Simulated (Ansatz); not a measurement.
# P2Ir (P2_1/c): how G0W0 depends on its starting point

How much of the starting functional survives in the G0W0 gap of P2Ir (P2_1/c)?

Method: G0W0 on several functionals, plane waves, PAW, in Ansatz 0.2.0.

In doubt: masses and optical values from hybrid runs of this build are listed as unsure (step 4), which bears on the screening that GW takes from such a start.

## Step 1: The starting structure

Symmetry: P2_1/c, No. 14, monoclinic system. The conventional cell has a = 5.772 Å, b = 5.807 Å, c = 5.872 Å, α = 90.00°, β = 111.25°, γ = 90.00°. Nearest to P lie 1 P at 2.22 Å and 3 Ir at 2.41 to 2.42 Å. Nearest to P lie 1 P at 2.22 Å and 3 Ir at 2.33 to 2.35 Å. Nearest to Ir lie 6 P at 2.33 to 2.42 Å. Farther neighbours are not listed.

Coordinates:

```cif
data_structure
_symmetry_space_group_name_H-M 'P 1'
_symmetry_Int_Tables_number 1
_cell_length_a 5.7723
_cell_length_b 5.8067
_cell_length_c 5.8725
_cell_angle_alpha 90.000
_cell_angle_beta 111.251
_cell_angle_gamma 90.000
_cell_volume 183.45
loop_
_atom_site_label
_atom_site_type_symbol
_atom_site_fract_x
_atom_site_fract_y
_atom_site_fract_z
_atom_site_occupancy
P1 P 0.15801 0.88188 0.87029 1
P2 P 0.84199 0.38188 0.62971 1
P3 P 0.84199 0.11812 0.12971 1
P4 P 0.15801 0.61812 0.37029 1
P5 P 0.33432 0.37721 0.18855 1
P6 P 0.66568 0.87721 0.31145 1
P7 P 0.66568 0.62279 0.81145 1
P8 P 0.33432 0.12279 0.68855 1
Ir9 Ir 0.27187 0.49883 0.79158 1
Ir10 Ir 0.72813 0.99883 0.70842 1
Ir11 Ir 0.72813 0.50117 0.20842 1
Ir12 Ir 0.27187 0.00117 0.29158 1
```

The cell and positions are those that the Materials Project relaxed with its own functionals (PBE, PBE+U or r2SCAN), kept fixed. Spin-orbit coupling is left out unless a step names it. The default PAW set here is soft_2. Its files were made with PBE.

## Step 2: G0W0 on LDA

G0W0 replaces the xc potential by the self-energy, built once from these orbitals. Only a window of levels is corrected, while the sums run over the empty bands that the input names.

This step: G0W0 on LDA, plane waves, PAW.

The input, input.yaml:

```yaml
crystal:
  lattice:
    - [5.7723350975, 0.0, 0.0]
    - [0.0, 5.80673151, 0.0]
    - [-2.1284997265, 0.0, 5.4731408836]
  atoms:
    - { symbol: P, position: [0.1580067, 0.88188186, 0.87028772] }
    - { symbol: P, position: [0.8419933, 0.38188186, 0.62971228] }
    - { symbol: P, position: [0.8419933, 0.11811814, 0.12971228] }
    - { symbol: P, position: [0.1580067, 0.61811814, 0.37028772] }
    - { symbol: P, position: [0.33432299, 0.37720527, 0.18854639] }
    - { symbol: P, position: [0.66567701, 0.87720527, 0.31145361] }
    - { symbol: P, position: [0.66567701, 0.62279473, 0.81145361] }
    - { symbol: P, position: [0.33432299, 0.12279473, 0.68854639] }
    - { symbol: Ir, position: [0.27186641, 0.49883041, 0.79157869] }
    - { symbol: Ir, position: [0.72813359, 0.99883041, 0.70842131] }
    - { symbol: Ir, position: [0.72813359, 0.50116959, 0.20842131] }
    - { symbol: Ir, position: [0.27186641, 0.00116959, 0.29157869] }
kpoints:
  mp_grid: { grid: [4, 2, 4] }
hamiltonian:
  xc: lda
scf:
  occupations: { method: fixed }
gw:
  n_empty_bands: 391
  ecut_chi: 96
  qp_bands: [v4, c4]
  qp_kpoints: band_edges
  screening: { model: contour_deformation }
```

Launch:

```console
ansatz run input.yaml --threads 24 --pin off --max-ram 82944MiB --backend cuda --events-out ev --progress --plain --runs-dir out --devices 1 --max-vram 78GiB
```

Numbers of over 12 decimals in the logs are rounded to 6 here.

The log of the run:

```text
GPUs: using 1 of 1 available (devices: 1).
Engine: ansatz 0.2.0, aarch64-unknown-linux-gnu
Pseudopotentials: kind: paw
Pseudopotential: P, paw, valence charge 5, recommended cutoff 420 eV (normal), P.paw.azcp
Pseudopotential: Ir, paw, valence charge 17, recommended cutoff 420 eV (normal), Ir.paw.azcp
Functional definition: SPW92
  exchange = slater_x
  correlation = pw_c
[...]
Crystal: 12 atoms, lattice volume = 183.451 Å³
Basis set: ecut = 420 eV, 3599 PW (Γ)
Bands: 66, of which v1, the nominal top of the filled ones, is band 54 counted from 1 (53 counted from 0)
Symmetry: 4 space group operations
Space group: P21/c (ITA 14), of the structure as read, at distance tolerance 5.7e-5 Å
k-points: 20 of 32
Non-local potential: P, projectors of the file, l = 0: 2, l = 1: 2, l = 2: 2
Non-local potential: Ir, projectors of the file, l = 0: 3, l = 1: 2, l = 2: 2, l = 3: 1
PAW form: soft (Blöchl's): semilocal exchange-correlation on the pseudo side does not see the compensation charge
PAW frozen core: P, regenerated for the run's functional, and the local potential with it (the file was generated under x = pbe(κ = 0.804, μ = 0.219515), c = pbe(β = 0.066725))
PAW frozen core: Ir, regenerated for the run's functional, and the local potential with it (the file was generated under x = pbe(κ = 0.804, μ = 0.219515), c = pbe(β = 0.066725))
PAW one-centre angular grid: P, 110 points (default); XC on 64 Gauss nodes
PAW one-centre angular grid: Ir, 590 points (default); XC on 64 Gauss nodes
Initial density: superposition of atomic densities (neutral atoms: chi_scale 0, normalization atom), corrected by the library's trained network
Initial wavefunctions: pseudopotential atomic-orbital guess
[...]
Functional: x = slater, c = lda
SCF iter   1: F=—  HF=-52470.939616 eV  |F-HF|=—  |Δ(HF+E_count)|=         —  Δρ=6.87e-3  dr2=5.31e-2  ethr=1.77e-3  ⟨swp⟩=5.0  Hψ=4633  notcnv=0  defer=195
preconditioner: auto → Resta (q_TF=auto, 2.498 Å⁻¹)  ε∞=9.2  [insulator: Δε(μ)=0.625 eV  Ē_g=8.341 eV  n_scr=52 (ndim 8)  ℏωp=23.9 eV  f_vac=0.000  ε∞_Penn≈9.2]
SCF iter   2: F=—  HF=-52470.928157 eV  |F-HF|=—  |Δ(HF+E_count)|=   1.15e-2  Δρ=3.83e-3  dr2=1.55e-2  ethr=4.92e-5  ⟨swp⟩=2.2  Hψ=1910  notcnv=0  defer=200
SCF iter   3: F=—  HF=-52470.924233 eV  |F-HF|=—  |Δ(HF+E_count)|=   3.92e-3  Δρ=6.53e-4  dr2=1.21e-3  ethr=1.43e-5  ⟨swp⟩=2.0  Hψ=1994  notcnv=0  defer=200
SCF iter   4: F=—  HF=-52470.924022 eV  |F-HF|=—  |Δ(HF+E_count)|=   2.11e-4  Δρ=2.35e-4  dr2=8.01e-5  ethr=1.12e-6  ⟨swp⟩=2.0  Hψ=1766  notcnv=0  defer=200
SCF iter   5: F=—  HF=-52470.924009 eV  |F-HF|=—  |Δ(HF+E_count)|=   1.27e-5  Δρ=5.87e-5  dr2=5.40e-6  ethr=7.42e-8  ⟨swp⟩=2.3  Hψ=1857  notcnv=0  defer=169
SCF iter   6: F=—  HF=-52470.924009 eV  |F-HF|=—  |Δ(HF+E_count)|=   4.28e-7  Δρ=1.52e-5  dr2=3.85e-7  ethr=5.00e-9  ⟨swp⟩=2.6  Hψ=1892  notcnv=0  defer=169
SCF iter   7: F=-52470.924009 eV  HF=-52470.924009 eV  |F-HF|=6.21e-9  |Δ(HF+E_count)|=   2.05e-8  Δρ=3.04e-6  dr2=1.97e-8  ethr=9.26e-11  ⟨swp⟩=12.1  Hψ=5595  notcnv=0
SCF 1 converged in 7 iterations: F = -52470.924009 eV  dr2 = 1.97e-8
  greatest PAW one-centre occupation: 1.000 electrons in one spin orbital (limit 2), on the Ir atom at site 11 (counted from 0), in its partial waves of l = 0
[...]
NSCF: frozen V_eff on 20 k-points
the band table was solved once the SCF had ended and its energy, with any forces and stress, was formed, with the checks that follow a solve (5140 applications of the Hamiltonian). They found nothing against the state; the energy, forces and stress were not computed again (output.eigenvalues in the input reference)
[...]
NSCF: frozen V_eff on 20 k-points
G₀W₀ screening: q 1/20
[... further progress lines ...]
[...]
NSCF: frozen V_eff on 1 k-points
[...]
NSCF: frozen V_eff on 1 k-points
SCF converged after 7 iterations
Free energy (F): -52470.924009 eV
Harris-Foulkes:  -52470.924009 eV  (|F-HF|=6.21e-9)
Internal energy: -52470.924009 eV  (E = F + TS)
E sigma→0 (E₀):  -52470.924009 eV
Fermi energy:    13.767467 eV
--- Per-component energies (eV) ---
  E_band       = -823.364068
  E_kinetic    = 3073.823245
  E_local      = -8178.312133  (includes V_loc(G=0)·N_el)
  E_nonlocal   = 591.533913
[...]
9    58     16.2432   -15.8729    -3.8250   -20.3353  0.7706    16.8867    16.8806  root
    12    51     13.1733   -20.0016     1.8371   -18.2425  0.7722    13.2513    13.2514  root
    12    52     13.1733   -20.0016     1.8371   -18.2425  0.7722    13.2513    13.2514  root
    12    53     13.5655   -19.0569     1.4373   -17.7000  0.7790    13.6459    13.6460  root
    12    54     13.5655   -19.0569     1.4373   -17.7000  0.7790    13.6459    13.6460  root
    12    55     15.2709   -15.9529    -3.2529   -19.7657  0.7699    15.8353    15.8309  root
    12    56     15.2709   -15.9529    -3.2529   -19.7657  0.7699    15.8353    15.8309  root
    12    57     15.6483   -17.3103    -3.5469   -21.5378  0.7693    16.3351    16.3289  root
    12    58     15.6483   -17.3103    -3.5469   -21.5378  0.7693    16.3351    16.3289  root
    14    51     12.1340   -23.8220     2.9290   -21.0417  0.7534    12.2823    12.2826  root
    14    52     12.2082   -19.1046     2.1101   -17.0141  0.7613    12.2277    12.2278  root
    14    53     13.4672   -20.1510     1.5816   -18.6977  0.7769    13.5954    13.5956  root
    14    54     13.6926   -19.9259     1.5876   -18.4579  0.7779    13.8120    13.8121  root
    14    55     15.2305   -18.7586    -2.9226   -22.2986  0.7637    15.8539    15.8479  root
    14    56     15.5340   -15.5471    -3.6907   -19.8628  0.7729    16.1644    16.1589  root
    14    57     15.8620   -13.9938    -3.8690   -18.4104  0.7708    16.4142    16.4097  root
    14    58     16.0218   -16.5901    -3.5014   -20.6916  0.7595    16.6274    16.6218  root
    15    51     12.5020   -22.1095     2.4213   -19.8047  0.7625    12.6183    12.6185  root
    15    52     13.0247   -17.3158     1.3654   -15.9543  0.7756    13.0286    13.0286  root
    15    53     13.0700   -20.4139     1.7742   -18.7576  0.7727    13.1878    13.1880  root
    15    54     13.3479   -21.3566     1.8976   -19.6103  0.7720    13.4990    13.4993  root
    15    55     15.2071   -17.0030    -3.2078   -20.8134  0.7690    15.8146    15.8096  root
    15    56     15.4480   -14.6629    -3.7020   -18.9558  0.7766    16.0433    16.0388  root
    15    57     16.1740   -13.9545    -3.9477   -18.4484  0.7660    16.7251    16.7203  root
[...]
19    51     12.9935   -18.6051     1.7837   -16.8338  0.7723    13.0059    13.0060  root
    19    52     12.9935   -18.6051     1.7837   -16.8338  0.7723    13.0059    13.0060  root
    19    53     13.7675   -17.0863     0.9813   -16.1549  0.7840    13.8174    13.8174  root
    19    54     13.7675   -17.0863     0.9813   -16.1549  0.7840    13.8174    13.8174  root
    19    55     15.3787   -18.4357    -3.3570   -22.5189  0.7738    16.1116    16.1050  root
    19    56     15.3787   -18.4357    -3.3570   -22.5189  0.7738    16.1116    16.1050  root
    19    57     16.1470   -14.1272    -3.8273   -18.4672  0.7578    16.6649    16.6597  root
    19    58     16.1470   -14.1272    -3.8273   -18.4672  0.7578    16.6649    16.6597  root
```

Run time: 11 s. Hardware: 1 × NVIDIA GB200 (shared by 2 runs) with 24 threads of Arm Neoverse V2, shared host; peak memory 2.4 GiB.

Numbers from this step:

* bands summed: 445
* RPA ε∞ on this mesh (eigenvalues): 15.87, 17.57, 18.90
* plane waves in the screening matrix: 399
* q-points in the mesh: 32
* G0W0 gap on the mesh: 1.139 eV
* k of the valence top: -0.5, -0.5, -0.5
* k of the conduction bottom: 0, 0, 0
* starting gap on the mesh: 0.6132 eV
* Z at the valence top: 0.7840
* Z at the conduction bottom: 0.7683
* least direct G0W0 gap on the computed points: 2.016 eV

The gap on the mesh goes from 0.61 eV to 1.14 eV, a correction of +0.53 eV. Between the two edge states, bare exchange in place of the xc potential would open the gap by 4.20 eV, and correlation takes back 3.68 eV.

## Step 3: G0W0 on r2SCAN

The same correction from a different start measures what one shot leaves open.

This step: G0W0 on r2SCAN, plane waves, PAW.

input.yaml: that of step 2 with these lines changed.

```diff
@@ -21,3 +21,3 @@
 hamiltonian:
-  xc: lda
+  xc: r2scan
 scf:
```

The log of the run:

```text
GPUs: using 1 of 1 available (devices: 1).
[...]
Crystal: 12 atoms, lattice volume = 183.451 Å³
Basis set: ecut = 500 eV, 4651 PW (Γ), exchange–correlation on 180×180×180 points (64 copies of the dense FFT grid, shifted against one another)
Bands: 66, of which v1, the nominal top of the filled ones, is band 54 counted from 1 (53 counted from 0)
[... 1 set-up line as in the run before ...]
[...]
k-points: 20 of 32
[...]
SCF iter   1: F=—  HF=-53877.879394 eV  |F-HF|=—  |Δ(HF+E_count)|=         —  Δρ=1.06e-2  dr2=2.78e-1  dr2_τ=3.86e-1  ethr=1.77e-3  ⟨swp⟩=5.0  Hψ=4728  notcnv=0  defer=194
[...]
SCF iter   7: F=-53878.069810 eV  HF=-53878.069810 eV  |F-HF|=4.00e-9  |Δ(HF+E_count)|=   9.09e-8  Δρ=2.81e-6  dr2=9.92e-9  dr2_τ=2.20e-9  ethr=9.26e-11  ⟨swp⟩=13.2  Hψ=5737  notcnv=0
SCF 1 converged in 7 iterations: F = -53878.069810 eV  dr2 = 9.92e-9
[...]
NSCF: frozen V_eff on 20 k-points
[...]
G₀W₀ screening: q 1/20
[... further progress lines ...]
[...]
SCF converged after 7 iterations
Free energy (F): -53878.069810 eV
[...]
9    58     16.6460   -15.9464    -3.7627   -20.1624  0.7800    17.1019    17.0993  root
    12    51     13.2387   -20.1352     1.9372   -18.2555  0.7818    13.2961    13.2962  root
    12    52     13.2387   -20.1352     1.9372   -18.2555  0.7818    13.2961    13.2962  root
    12    53     13.6508   -19.0831     1.5499   -17.5717  0.7884    13.6893    13.6893  root
    12    54     13.6508   -19.0831     1.5499   -17.5717  0.7884    13.6893    13.6893  root
    12    55     15.5651   -16.0407    -3.1850   -19.6630  0.7786    16.0046    16.0023  root
    12    56     15.5651   -16.0407    -3.1850   -19.6630  0.7786    16.0046    16.0023  root
    12    57     16.0409   -17.2339    -3.5343   -21.2746  0.7790    16.5504    16.5473  root
[...]
19    55     15.7798   -18.3751    -3.3904   -22.3230  0.7825    16.3408    16.3373  root
    19    56     15.7798   -18.3751    -3.3904   -22.3230  0.7825    16.3408    16.3373  root
    19    57     16.4458   -14.1822    -3.6977   -18.2561  0.7682    16.8244    16.8220  root
    19    58     16.4458   -14.1822    -3.6977   -18.2561  0.7682    16.8244    16.8220  root
```

Wall time 12 s (1 × NVIDIA GB200 (shared by 2 runs) with 24 threads); peak memory 3.5 GiB; 52 s of CPU time.

Numbers from this step:

| Quantity | Value |
| --- | --- |
| bands summed | 445 |
| RPA ε∞ on this mesh (eigenvalues) | 13.93, 15.44, 16.19 |
| plane waves in the screening matrix | 399 |
| q-points in the mesh | 32 |
| G0W0 gap on the mesh | 1.246 eV |
| k of the valence top | -0.5, 0, 0 |
| k of the conduction bottom | 0, 0, 0 |
| starting gap on the mesh | 0.7131 eV |
| Z at the valence top | 0.7871 |
| Z at the conduction bottom | 0.7776 |
| least direct G0W0 gap on the computed points | 2.141 eV |

Against the run with 4×2×4 mesh, 391 empty bands, screening to 96 eV on LDA, the gap moves by +0.11 eV, while the start moved by +0.10 eV.

## Step 4: G0W0 on HSE06

This step: G0W0 on HSE06, plane waves, PAW.

input.yaml: that of step 3 with these lines changed.

```diff
@@ -21,3 +21,3 @@
 hamiltonian:
-  xc: r2scan
+  xc: hse06
 scf:
```

The log of the run:

```text
GPUs: using 1 of 1 available (devices: 1).
[...]
davidson cushion auto → on  (no smearing: the cushion is to keep the highest requested band from converging to the state above it; pin scf.eigensolver.cushion to override)
[...]
Crystal: 12 atoms, lattice volume = 183.451 Å³
Basis set: ecut = 420 eV, 3599 PW (Γ)
Bands: 66, of which v1, the nominal top of the filled ones, is band 54 counted from 1 (53 counted from 0)
[... 1 set-up line as in the run before ...]
[...]
k-points: 20 of 32
[...]
12    55     15.7456   -15.7055    -3.2323   -19.2222  0.7943    16.0307    16.0300  root
    12    56     15.7456   -15.7055    -3.2323   -19.2222  0.7943    16.0307    16.0300  root
    12    57     16.2504   -16.8431    -3.5412   -20.7184  0.7949    16.5855    16.5845  root
[...]
19    55     15.9848   -17.9947    -3.4254   -21.8103  0.7969    16.3763    16.3751  root
    19    56     15.9848   -17.9947    -3.4254   -21.8103  0.7969    16.3763    16.3751  root
    19    57     16.6966   -13.9641    -3.6797   -17.8260  0.7856    16.8791    16.8787  root
    19    58     16.6966   -13.9641    -3.6797   -17.8260  0.7856    16.8791    16.8787  root
```

It took 46 s on 1 × NVIDIA GB200 (shared by 2 runs) with 24 threads; peak memory 3 GiB.

Numbers from this step:

| Property | Result |
| --- | --- |
| bands summed | 445 |
| RPA ε∞ on this mesh (eigenvalues) | 11.73, 12.78, 13.12 |
| plane waves in the screening matrix | 399 |
| G0W0 gap on the mesh | 1.362 eV |
| k of the valence top | -0.5, -0.5, -0.5 |
| k of the conduction bottom | 0, 0, 0 |
| starting gap on the mesh | 1.130 eV |
| least direct G0W0 gap on the computed points | 2.292 eV |

Against the run with 4×2×4 mesh, 391 empty bands, screening to 96 eV on r2SCAN, the gap moves by +0.12 eV, while the start moved by +0.42 eV.

## Step 5: The starts together

All on the 4×2×4 mesh with 391 empty bands and screening to 96 eV. Times are wall times on 1 × NVIDIA GB200 (shared by 2 runs) with 24 threads of Arm Neoverse V2, shared host, good to a factor of about two.

| start | starting gap (eV) | shift (eV) | G0W0 gap (eV) | RPA ε∞ (harmonic mean) | Z (valence, conduction) | time |
| --- | --- | --- | --- | --- | --- | --- |
| LDA | 0.61 | +0.53 | 1.14 | 17.36 | 0.78, 0.77 | 11 s |
| r2SCAN | 0.71 | +0.53 | 1.25 | 15.13 | 0.79, 0.78 | 12 s |
| HSE06 | 1.13 | +0.23 | 1.36 | 12.51 | 0.81, 0.79 | 46 s |

The parts of the quasiparticle energy at the two band edges (eV; QP = start + Σx + Σc − Vxc):

| run | edge | start | Σx | Σc | Vxc | Z | QP |
| --- | --- | --- | --- | --- | --- | --- | --- |
| LDA | valence top | 13.77 | -17.09 | 0.98 | -16.15 | 0.78 | 13.82 |
| LDA | conduction bottom | 14.38 | -17.67 | -2.70 | -20.94 | 0.77 | 14.96 |
| r2SCAN | valence top | 13.78 | -19.99 | 1.68 | -18.40 | 0.79 | 13.86 |
| r2SCAN | conduction bottom | 14.58 | -17.78 | -2.63 | -20.94 | 0.78 | 15.11 |
| HSE06 | valence top | 13.61 | -17.23 | 1.16 | -16.21 | 0.81 | 13.75 |
| HSE06 | conduction bottom | 14.74 | -17.13 | -2.74 | -20.24 | 0.79 | 15.11 |

For a hybrid start, Vxc holds its share of exact exchange. Where G0W0 reorders the edges (r2SCAN), the two states listed lie further apart at the start than the starting gap.

## Step 6: Results

```yaml
g0w0_lda: 1.14 eV (start 0.61 eV)
g0w0_r2scan: 1.25 eV (start 0.71 eV)
g0w0_hse06: 1.36 eV (start 1.13 eV)
known_limits: not at the basis limit; no spin polarisation; d states lean on the start; no spin-orbit coupling; coarse k mesh
```

**Reading.** The starting gaps span 0.52 eV and the G0W0 gaps 0.22 eV. Between LDA and HSE06, 0.22 eV of the 0.52 eV survives, 43 %. HSE06 screens less than LDA (ε∞ 12.51 against 17.36). Of the 0.22 eV by which its G0W0 gap is higher, the correlation part gives −0.23 eV, and exchange with the one-particle terms, which follow the orbitals, +0.45 eV. The smallest correction, +0.23 eV, is on HSE06, the start nearest to reproducing itself. Bands and cutoff are finite, so the gap is not at the basis limit. The miss can reach some tenths of an eV and take either sign; the mesh is an error of its own. The 4×2×4 mesh is coarse for this cell (its supercell is 12 Å along the shortest edge). The RPA ε∞ on it, from the LDA start, is 15.87, 17.57 and 18.90; such meshes misread the long-range screening, most where the gap is narrow. The runs have no spin polarisation. For a closed low-spin shell that is the natural state; where a d or f shell is open it is a constraint, and the gap is then not the crystal's own. With d states at the gap, one-shot GW leans hard on its start. The many-body steps are scalar-relativistic: spin-orbit coupling is not in them.

[Paths, hosts, dates, memory and timing lines, banners, echoed tables and standing remarks are left out of the program output.]

[Logs are printed without paths, hosts, clocks, repeated set-up lines and the standing remarks that a program may print on its own settings, such as how far it seeks lower states.]

[Runs of the session that timed out or met a known fault of the program may be left out.]

[Cells called generated may have been cut or substituted from an entry of the Crystallography Open Database or the Materials Project.]

[Hosts, paths, dates, database ids (printed as entryN), source tags and the programs' standing remarks are cut or masked in the printed files.]
